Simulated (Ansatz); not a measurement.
**La2O3 (P-3m1):V_O (site 1), thermodynamic levels from a 60-atom cell**

Wanted: the transition levels of a vacancy in La2O3 (P-3m1), from a cell of 60 host atoms with 1 O taken out.

Calculated with Ansatz 0.2.0; place-levels on PBEsol runs: charge-transition levels and formation energies with image-charge correction and potential alignment at the atomic sites; PAW set soft_1.

**1. The starting structure**

The cell holds 59 atoms: 24 La and 35 O. Cell: a = 7.812 Å, b = 11.719 Å, c = 12.082 Å, α = 90.0°, β = 90.0°, γ = 120.0°. It derives from La2O3 (space group P-3m1). Nearest the centre at fractional (0.500, 0.667, 0.500): La47 at 2.70 Å, La21 at 2.70 Å, La51 at 2.70 Å, La11 at 2.70 Å, La17 at 2.70 Å, La57 at 2.70 Å, O44 at 3.11 Å, O28 at 3.11 Å.

The host's dielectric constants go in as inputs: (4.91, 4.91, 4.84) for the electrons alone, (26.30, 26.30, 27.07) with the ions, from a response run on this crystal (DFPT, PBEsol) at that run's own cell.

The cell's shortest repeat is 7.8 Å.

**2. The runs of each charge state**

Levels follow from differences of total energies between charge states, each relaxed by itself.

Each atom starts 0.05 Å or so off its site in a random direction: a symmetric start keeps its symmetry, and would miss off-centre moves and Jahn–Teller distortions. Forces are taken at one point at (¼, ¼, ¼). The cell holds 1 electron more than the neutral one, with a uniform background that keeps it neutral on the whole. The electron count is odd, so at least one spin is unpaired; this run locks the moment at 1 μB.

The sampling was tested on the host first: at the k-points planned (1x1x1 shifted 0.25 0.25 0.25) its energy lies 0.001 eV an atom from the dense-mesh value, under the bound of 0.02 eV set for this test; that bounds the host's error, not the defect's.

One state's input; the others differ in charge, spin, start and seed, and in occupations where the table says so.

Contents of qm1_M1.relax/input.yaml:

```yaml
crystal:
  lattice:
    - [7.81240935, -6.0e-08, 0.0]
    - [-5.85930694, 10.14861749, 0.0]
    - [0.0, 0.0, 12.08204444]
  atoms:
    - { symbol: La, position: [0.33333333, 0.11111111, 0.37731003] }
    - { symbol: La, position: [0.16666667, 0.22222222, 0.12268997] }
[... 7 atom lines left out ...]
    - { symbol: O, position: [0.0, 0.0, 0.5] }
    - { symbol: La, position: [0.33333333, 0.44444444, 0.37731003] }
[... 2 atom lines left out ...]
    - { symbol: O, position: [0.16666667, 0.55555556, 0.32300167] }
[... 2 atom lines left out ...]
    - { symbol: La, position: [0.16666667, 0.55555556, 0.62268997] }
    - { symbol: O, position: [0.33333333, 0.44444444, 0.67699833] }
[... 1 atom line left out ...]
    - { symbol: O, position: [0.0, 0.33333333, 0.5] }
    - { symbol: La, position: [0.33333333, 0.77777778, 0.37731003] }
[... 1 atom line left out ...]
    - { symbol: O, position: [0.33333333, 0.77777778, 0.17699833] }
[... 4 atom lines left out ...]
    - { symbol: O, position: [0.33333333, 0.77777778, 0.67699833] }
[... 1 atom line left out ...]
    - { symbol: O, position: [0.0, 0.66666667, 0.5] }
[... 9 atom lines left out ...]
    - { symbol: O, position: [0.5, 0.0, 0.5] }
[... 3 atom lines left out ...]
    - { symbol: O, position: [0.66666667, 0.55555556, 0.32300167] }
[... 2 atom lines left out ...]
    - { symbol: La, position: [0.66666667, 0.55555556, 0.62268997] }
[... 1 atom line left out ...]
    - { symbol: O, position: [0.66666667, 0.55555556, 0.82300167] }
    - { symbol: O, position: [0.5, 0.33333333, 0.5] }
    - { symbol: La, position: [0.83333333, 0.77777778, 0.37731003] }
[... 1 atom line left out ...]
    - { symbol: O, position: [0.83333333, 0.77777778, 0.17699833] }
    - { symbol: O, position: [0.66666667, 0.88888889, 0.32300167] }
[... 2 atom lines left out ...]
    - { symbol: La, position: [0.66666667, 0.88888889, 0.62268997] }
    - { symbol: O, position: [0.83333333, 0.77777778, 0.67699833] }
    - { symbol: O, position: [0.66666667, 0.88888889, 0.82300167] }
  host:
    repeats: [2, 3, 2]
    atoms:
      - { symbol: La, position: [0.66666667, 0.33333333, 0.75462005] }
      - { symbol: La, position: [0.33333333, 0.66666667, 0.24537995] }
      - { symbol: O, position: [0.66666667, 0.33333333, 0.35399666] }
      - { symbol: O, position: [0.33333333, 0.66666667, 0.64600334] }
      - { symbol: O, position: [0.0, 0.0, 0.0] }
total_charge: -1
basis:
  ecutwfc: 420
  xc_grid: 2
hamiltonian:
  xc: pbesol
  pseudopotentials: { kind: paw, azcp: { folder: soft_1 }, xc_functional: pbe }
kpoints:
  mp_grid: { grid: [1, 1, 1], shift: [0.25, 0.25, 0.25] }
magnetization:
  spin_polarized: true
  initial_magnetization: 1
  spin_locking: { lock_magnetization: hard }
scf:
  occupations: { method: fixed }
  max_iter: 100
output:
  forces: true
  charged_corrections:
    epsilon: [4.91, 4.91, 4.84]
    static_epsilon: [26.3, 26.3, 27.07]
    defect_position: [0.5, 0.666667, 0.5]
relax:
  f_tol: 0.02
  max_steps: 80
  random_displacement: { amplitude: 0.05, seed: 3222 }
checkpoint:
  write: "../qm1_M1.relax.run"
  compress: false
  write_wavefunctions: true
  write_every: 100000
```

The run is started by

```bash
ansatz run input.yaml --threads 4 --pin off --max-ram 15073MiB --backend cpu --events-out ev --progress --plain --runs-dir out
```

The relaxed structure is kept and the sampling changed to a 2×2×2 shifted mesh.

The run of this state that the levels use, under PBEsol:

Contents of qm1_M1.point/input.yaml:

```yaml
crystal:
  checkpoint: "../qm1_M1.relax.run"
  host: checkpoint
total_charge: -1
basis:
  ecutwfc: 420
  xc_grid: 2
hamiltonian:
  xc: pbesol
  pseudopotentials: { kind: paw, azcp: { folder: soft_1 }, xc_functional: pbe }
kpoints:
  mp_grid: { grid: [2, 2, 2], shift: [0.5, 0.5, 0.5] }
magnetization:
  spin_polarized: true
  initial_magnetization: 1
  spin_locking: { lock_magnetization: hard }
scf:
  occupations: { method: fermi_dirac, width: 0.01 }
  max_iter: 100
output:
  forces: true
  eigenvalues: true
  charged_corrections:
    epsilon: [4.91, 4.91, 4.84]
    static_epsilon: [26.3, 26.3, 27.07]
    defect_position: [0.5, 0.666667, 0.5]
  eigenstates: { localisation: true }
  populations: true
  efg: {}
checkpoint:
  read: "../qm1_M1.relax.run"
  write: "../qm1_M1.point.run"
  compress: false
  write_wavefunctions: false
  write_every: 100000
```

Relaxations under PBEsol at one point at (¼, ¼, ¼); times on 4 threads of Arm Neoverse V2, shared host:

| charge | moment (μB) | occupations | outcome | steps | largest displacement against the far atoms (Å) | time |
| --- | --- | --- | --- | --- | --- | --- |
| −1 | 1 | fixed | converged | 16 | 0.09 | 8.4 min |
| 0 | 0 | fixed | converged | 6 | 0.07 | 90 s |
| +1 | 1 | fixed | converged | 5 | 0.11 | 2.3 min |
| +2 | 0 | fixed | converged | 5 | 0.23 | 79 s |
| 0 | 2 | fixed | converged | 14 | 0.13 | 7.6 min |

Single points under PBEsol at a 2×2×2 shifted mesh; times on 4 threads of Arm Neoverse V2, shared host:

| charge | moment (μB) | occupations | outcome | time |
| --- | --- | --- | --- | --- |
| −1 | 1 | fermi-dirac | converged | 4 min |
| 0 | 0 | fermi-dirac | converged | 2 min |
| +1 | 1 | fermi-dirac | converged | 3.8 min |
| +2 | 0 | fermi-dirac | converged | 1.7 min |
| 0 | 2 | fermi-dirac | converged | 4.3 min |

Distances (Å) from the ideal centre to the nearest atoms after relaxation with PBEsol:

| charge | moment (μB) | 1. | 2. | 3. | 4. | 5. | 6. |
| --- | --- | --- | --- | --- | --- | --- | --- |
| −1 | 1 | La 2.76 | La 2.77 | La 2.77 | La 2.77 | La 2.77 | La 2.78 |
| 0 | 0 | La 2.75 | La 2.75 | La 2.76 | La 2.76 | La 2.77 | La 2.77 |
| 0 | 2 | La 2.79 | La 2.79 | La 2.79 | La 2.80 | La 2.81 | La 2.82 |
| +1 | 1 | La 2.78 | La 2.78 | La 2.78 | La 2.79 | La 2.80 | La 2.80 |
| +2 | 0 | La 2.81 | La 2.81 | La 2.82 | La 2.82 | La 2.85 | La 2.86 |

**3. place-levels, PBEsol**

A charged cell interacts with its images and the background, and its potential has another zero than the host's. place-levels removes the first by a point-charge model, screened by the static dielectric constant since the ions have relaxed around the charge, and the second by comparing potentials at atoms far from the defect.

The host is a run of the defect-free crystal in the same cutoffs, grids and k-points, so that basis and sampling errors cancel in part in the differences. Its band edges come from a run of the primitive cell that searches the zone for them. The host is run in a cell of 30 atoms on a matching mesh. Chemical potentials are energies per atom of O (O2 molecule), run with the same functional and cutoff.

Contents of levels.point.yaml:

```yaml
host:
  run: host.point.run
  levels_from: { run: edges.point.run }
states: [qm1_M1.point.run, q0.point.run, qp1_M1.point.run, qp2.point.run, q0_M2.point.run]
geometry_from:
  qm1_M1.point.run: qm1_M1.relax.run
  q0.point.run: q0.relax.run
  qp1_M1.point.run: qp1_M1.relax.run
  qp2.point.run: qp2.relax.run
  q0_M2.point.run: q0_M2.relax.run
  host.point.run: host.relax.run
chemical_potentials:
  O:
    energy: -558.291301
    dataset: <sha256 of the dataset>
epsilon: [4.91, 4.91, 4.84]
static_epsilon: [26.3, 26.3, 27.07]
vertical:
  - { from: qm1_M1.point.run, to: qm1_M1.point_neutral.run }
  - { from: qp1_M1.point.run, to: qp1_M1.point_neutral.run }
  - { from: qp2.point.run, to: qp2.point_neutral.run }
```

The run is started by

```bash
ansatz place-levels levels.point.yaml -- --threads 4 --pin off --max-ram 15073MiB
```

Numbers of over 12 decimals in the logs are rounded to 6 here.

The program printed:

```text
[... repeated set-up lines and file paths are left out, and long positions are rounded to six places ...]
(+2/+1) 2.175 eV above the valence edge, 1.597 eV under the conduction edge
(+1/0) 3.164 eV above the valence edge, 0.609 eV under the conduction edge
(0/-1) 3.820 eV above the valence edge, in the conduction band
formation energy of charge +2: +1.002 eV with the Fermi level at the valence edge
formation energy of charge +1: +3.177 eV with the Fermi level at the valence edge
formation energy of charge 0: +6.341 eV with the Fermi level at the valence edge
formation energy of charge -1: +10.161 eV with the Fermi level at the valence edge
vertical -1 to 0: no energy, since no alignment is typed
  the change from vertical[0].from (qm1_M1.point.run) to vertical[0].to (qm1_M1.point_neutral.run): by its potential at epsilon [4.91, 4.91, 4.84] it stands at 0.003 0.676 0.738, with an rms radius of about 2.9 Å (1.4 1.7 1.9 Å across the planes of the cell's [...]
vertical +1 to 0: no energy, since no alignment is typed
  the change from vertical[1].from (qp1_M1.point.run) to vertical[1].to (qp1_M1.point_neutral.run): by its potential at epsilon [4.91, 4.91, 4.84] it stands at 0.500 0.667 0.499, with an rms radius of about 2.5 Å (1.1 1.5 1.6 Å across the planes of the cell's [...]
vertical +2 to 0: no energy, since no alignment is typed
  the change from vertical[2].from (qp2.point.run) to vertical[2].to (qp2.point_neutral.run): by its potential at epsilon [4.91, 4.91, 4.84] it stands at 0.500 0.666 0.500, with an rms radius of about 3.1 Å (1.3 1.8 2.1 Å across the planes of the cell's [...]
  edges by pbesol of host.levels_from (edges.point.run), its mesh sampled to repeats of 30.21 Å (the valence edge +0.083 eV and the conduction edge -0.083 eV from those of the host's own run), gap 3.773 eV; the host is sampled to repeats of 20.67 Å
  the defect's cells are sampled to repeats of 20.67 Å, like sampling
  charge +2: -167641.8587 eV with its correction of +0.105 eV, at epsilon [26.3, 26.3, 27.07], aligned at sites: -0.0964 eV, mean over 47 atomic sites at or beyond 3.91 Å from the defect at [0.5000, 0.6667, 0.5000], with +0.000000 for the charge's moments and [...]
  charge +1: -167629.8610 eV with its correction of -0.017 eV, at epsilon [26.3, 26.3, 27.07], aligned at sites: -0.0911 eV, mean over 47 atomic sites at or beyond 3.91 Å from the defect at [0.5000, 0.6667, 0.5000], with +0.000000 for the charge's moments and [...]
  charge 0: +0.000 eV for its dipole among its images, +0.000 omitted
  charge -1: -167603.2321 eV with its correction of +0.150 eV, at epsilon [26.3, 26.3, 27.07], aligned at sites: -0.0761 eV, mean over 47 atomic sites at or beyond 3.91 Å from the defect at [0.5000, 0.6667, 0.5000], with +0.000000 for the charge's moments and [...]
  charge 0: states[4] (q0_M2.point.run) stands 0.513 eV higher, with a moment of 2.00 μB against 0.00
  of states[3] (qp2.point.run): it parts from the run at its places by a charge that spreads by about 1.3 Å along one vector (1.2 Å or more is wide), by its potential at epsilon [4.91, 4.91, 4.84], taken for that of held ions (one typed too small widens it), [...]
  of states[2] (qp1_M1.point.run): its displacements don't fall off away from the defect: farther atoms stand 0.033 Å off the host's places. [...]
  of states[1] (q0.point.run): its displacements don't fall off away from the defect: farther atoms stand 0.023 Å off the host's places. [...]
  of states[0] (qm1_M1.point.run): it parts from the run at its places by a charge that spreads by about 1.4 Å along one vector (1.2 Å or more is wide), by its potential at epsilon [4.91, 4.91, 4.84], taken for that of held ions (one typed too small widens [...]
  of states[4] (q0_M2.point.run): its alignment with the host at atomic sites is doubtful: the mean over the far sites moves by -0.0661 eV from their farther parts to their nearer, more than 0.05 eV. [...]
  of vertical[0].from (qm1_M1.point.run): its displacements don't fall off away from the defect: farther atoms stand 0.027 Å off the host's places. [...]
  of vertical[0].to (qm1_M1.point_neutral.run): its displacements don't fall off away from the defect: farther atoms stand 0.027 Å off the host's places. [...]
  of vertical[1].from (qp1_M1.point.run): its displacements don't fall off away from the defect: farther atoms stand 0.033 Å off the host's places. [...]
  of vertical[1].to (qp1_M1.point_neutral.run): its displacements don't fall off away from the defect: farther atoms stand 0.033 Å off the host's places. [...]
  of vertical[2].from (qp2.point.run): its displacements don't fall off away from the defect: farther atoms stand 0.068 Å off the host's places. [...]
  of vertical[2].to (qp2.point_neutral.run): its displacements don't fall off away from the defect: farther atoms stand 0.068 Å off the host's places. [...]
```

The job ended after 0.4 s (4 threads of Arm Neoverse V2, shared host).

(Part 1 of 2 ends here.)

[Logs are printed without paths, hosts, clocks, repeated set-up lines and the standing remarks that a program may print on its own settings, such as how far it seeks lower states.]

[Hosts, paths, dates, database ids (printed as entryN), source tags and the programs' standing remarks are cut or masked in the printed files.]

[Where a table of states has a column of steps, it counts the stored structures, which are thinned; the runs took as many ionic steps or more.]

[A defect's name tells the site on which it was built; relaxed atoms can leave that site.]

[For some hosts the program warned that the k-mesh of the response run may be too coarse for force constants and the static dielectric constant; such warnings are not shown here.]
